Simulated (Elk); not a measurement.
# Spin spirals in Fe by the generalised Bloch theorem, part 2 of 2

Spirals of any wavevector fit in the chemical cell when spin–orbit coupling is left out. What does E(q) of Fe say of its order and magnons?

Elk 11.2.3 (patched build); LDA (Perdew-Wang); all-electron APW+lo, Dirac cores, scalar-relativistic bands.

So far. Step 2 (The state at q = 0): After 19 cycles the largest moment stands at 2.29 μB. Step 3 (One pass at q = (0.5, -0.5, 0.5)): By that sum this spiral lies +444.1 meV a seeded atom from q = 0.

The database entry behind the starting cell differs from later determinations by our own check (an axis about 0.7 % long against later determinations), so it need not match the best structure at ambient conditions.

**4. One pass at q = (0.3333, -0.3333, 0.5)**

File elk.in:

```
tasks
  1

xctype
  3

reducebf
  0.5

epsengy
  1e-06

maxscl
  1

rgkmax
  7.0

nempty
  12

swidth
  0.003

lmaxi
  3

spinsprl
  .true.

spinpol
  .true.

vqlss
  0.333333 -0.333333 0.500000

sppath
  './'

avec
  -2.72687479783 2.72687479783 2.72687479783
  2.72687479783 -2.72687479783 2.72687479783
  2.72687479783 2.72687479783 -2.72687479783

atoms
  1
  'Fe.in'
  1
  0.0000000000 0.0000000000 0.0000000000   -0.000140 0.000000 0.000000

ngridk
  12 12 12
```

Launch:

```
OMP_NUM_THREADS=2 elk
```

Numbers of over 12 decimals in the logs are rounded to 6 here.

What it wrote:

```text
┌─────────────────────────┐
│ Elk code version 11.2.3 │
└─────────────────────────┘

All units are atomic (Hartree, Bohr, etc.)

┌──────────────────────────────────────────┐
│ Ground-state run resuming from STATE.OUT │
└──────────────────────────────────────────┘

Lattice vectors :
  -2.726874798       2.726874798       2.726874798
   2.726874798      -2.726874798       2.726874798
   2.726874798       2.726874798      -2.726874798

Species : 1 (Fe)
 muffin-tin radius :    2.336542848
[...]
total calculated charge     :    25.99982966
 total charge                :    26.00000000
 error                       :   0.1703431106E-03

Moments :
 interstitial                :  -0.2453548055E-02  0.2749101015E-04 -0.4930548954E-06
 muffin-tins
  species : 1 (Fe)
   atom 1                    :    2.158989223      0.8161240268E-03  0.4188136448E-04
 total in muffin-tins        :    2.158989223      0.8161240268E-03  0.4188136448E-04
 total moment                :    2.156535675      0.8436150370E-03  0.4138830958E-04

┌──────────────────────────────┐
│ Self-consistent loop stopped │
└──────────────────────────────┘

[key lines of the parts left out:]
total energy                :     -1270.5602348431
```

Elapsed: 27 s, on 2 threads of Intel Xeon 6975P-C (Granite Rapids), shared host; peak memory 0.12 GiB; 53 s of CPU time.

Numbers from this step:

* magnetization: 2.157, 8.44e-4, 0 μB
* final state: spiral
* largest moment: 2.159 μB

By that sum this spiral lies +351.1 meV a seeded atom from q = 0.

**5. A faulty input**

A slip in the input shows what the program catches and what it lets pass.

File elk.in:

```
tasks
  0

xctype
  3

reducebf
  1.0

epsengy
  1e-06

maxscl
  75

rgkmax
  7.0

nempty
  12

swidth
  0.003

lmaxi
  3

spinsprl
  .true.

spinpol
  .true.

vqlss
  0.333333 -0.333333 0.500000

sppath
  './'

avec
  -2.72687479783 2.72687479783 2.72687479783
  2.72687479783 -2.72687479783 2.72687479783
  2.72687479783 2.72687479783 -2.72687479783

atoms
  1
  'Fe.in'
  1
  0.0000000000 0.0000000000 0.0000000000   -0.140000 0.000000 0.000000

ngridk
  12 12 12
```

Launch:

```
OMP_NUM_THREADS=2 elk
```

What it wrote:

```text
┌─────────────────────────┐
│ Elk code version 11.2.3 │
└─────────────────────────┘

All units are atomic (Hartree, Bohr, etc.)

┌─────────────────────────────────────────────────┐
│ Ground-state run starting from atomic densities │
└─────────────────────────────────────────────────┘

Lattice vectors :
  -2.726874798       2.726874798       2.726874798
   2.726874798      -2.726874798       2.726874798
   2.726874798       2.726874798      -2.726874798

Species : 1 (Fe)
 muffin-tin radius :    2.336542848
 atomic positions (lattice), magnetic fields (Cartesian) :
  1 :   0.00000000  0.00000000  0.00000000   -0.14000000  0.00000000  0.00000000

Total number of atoms per unit cell :    1
Total muffin-tin volume :    53.43303687
 ratio of muffin-tin to unit cell volume :   0.6588010343

Spin treatment :
 spin-polarised
 global magnetic field (Cartesian) :    0.000000000       0.000000000       0.000000000
 non-collinear magnetisation
 spin-spiral state assumed
  q-vector (lattice)   :   0.3333330000     -0.3333330000      0.5000000000
  q-vector (Cartesian) :   0.1920146181      0.9600707861      0.8455296346E-17
  q-vector length      :   0.9790840249

Number of Bravais lattice symmetries :    2
Number of crystal symmetries         :    2
Crystal has no inversion symmetry
Complex Hermitian eigensolver will be used

k-point grid :     12    12    12
k-point offset :    0.000000000       0.000000000       0.000000000
k-point set is reduced with full crystal symmetry group
Total number of k-points :      936

Muffin-tin radius times maximum |G+k| :    7.000000000
 using average radius
Maximum |G+k| for APW functions       :    2.995879150
Maximum (1/2)|G+k|²                   :    4.487645939
Maximum |G| for potential and density :    12.00000000
Constant for pseudocharge density :    7
 order of it for each species :   14
 order of it for pair densities of each species (exact exchange by exxq0 0: 14) :   10
Radial integration step length :    1

G-vector grid sizes :     20    20    20
Number of G-vectors :     2347

Maximum angular momentum used for
 APW functions            :    8
 outer part of muffin-tin :    6

Number of empty states         :     12
Total number of valence states :     42
Total number of core states    :     10

Third-order local-orbitals added for an l without core states : T
Total number of local-orbitals :     23

Exchange-correlation functional :      3     0     0
 Perdew-Wang/Ceperley-Alder, Phys. Rev. B 45, 13244 (1992)
 gradient requirement :    0
 local density approximation (LDA)

Smearing type :    3
 Fermi-Dirac
Smearing width :   0.3000000000E-02
Effective electronic temperature (K) :    947.3250744

Mixing type :    3
 Broyden mixing, J. Phys. A: Math. Gen. 17, L317 (1984)

Kohn-Sham potential initialised from atomic data

┌──────────────────────────────┐
│ Self-consistent loop started │
└──────────────────────────────┘

[... earlier loops left out ...]

┌──────────────────┐
│ Loop number : 12 │
└──────────────────┘

[key lines of the parts left out:]
total energy                :     -1270.5616830477
```

Elapsed: 5 min, on 2 threads; peak memory 0.12 GiB.

The run was cut off at its time limit.

The fault put into the input: a seed field that is never reduced.

After 11 loops the RMS change of the potential stands at 2e-05 Ha, falling at every loop but slowly.

The seed field stays on and holds up the moments; reducebf under 1 lets it die away.

**6. E(q)**

Wavevectors, in fractions of the reciprocal vectors: (0, 0, 0); (0.5, -0.5, 0.5); (0.333, -0.333, 0.5); (0.167, -0.167, 0.5); (0, 0, 0.5); (0, 0, 0.333); (0, 0, 0.167); (0, 0, 0). The path runs through Γ, H, N, Γ. Of 11 wavevectors run, these are the ones whose half falls on the k mesh; at the others the two spins are sampled on shifted points, and errors of some meV don't cancel against q = 0.

Table of energy less that at q = 0, frozen potential by path:

```
path (Å⁻¹)  energy less that at q = 0, frozen potential (meV a seeded atom)
      0.00                                                                0
      2.18                                                              444
      2.69                                                              351
      3.20                                                              243
      3.72                                                              210
      4.23                                                              131
      4.74                                                             28.9
      5.26                                                                0
```

Magnon energy 4 dE/(M sin²θ), frozen potential against path:

```
path (Å⁻¹)  magnon energy 4 dE/(M sin²θ), frozen potential (meV)
      0.00                                                     0
      2.18                                                   786
      2.69                                                   621
      3.20                                                   431
      3.72                                                   372
      4.23                                                   232
      4.74                                                  51.0
      5.26                                                     0
```

**7. Outcome**

```
lowest point  : (0, 0, 0), 0 meV a seeded atom (frozen potential)
highest point : (0.5, -0.5, 0.5), 444 meV a seeded atom
```

No spiral on the path lies under the state at q = 0; the dearest costs 444 meV a seeded atom. The force theorem is exact for small turns only; a flat spiral at large q turns neighbours far. The magnon energies are adiabatic and undamped; from flat spirals they are a Heisenberg estimate. The mesh is the same for all points and was not tested: differences of a few meV, and of some ten in a metal, can be noise.

[Logs and program files are shortened in this print: banners, set-up blocks, solver, clock and traceback lines can be left out without a mark of their own.]

[Logs are printed without paths, hosts, clocks, repeated set-up lines and the standing remarks that a program may print on its own settings, such as how far it seeks lower states.]

[Hosts, paths, dates, database ids (printed as entryN), source tags and the programs' standing remarks are cut or masked in the printed files.]

[Where a cell is said to come from a database of computed structures, the database is the Materials Project.]
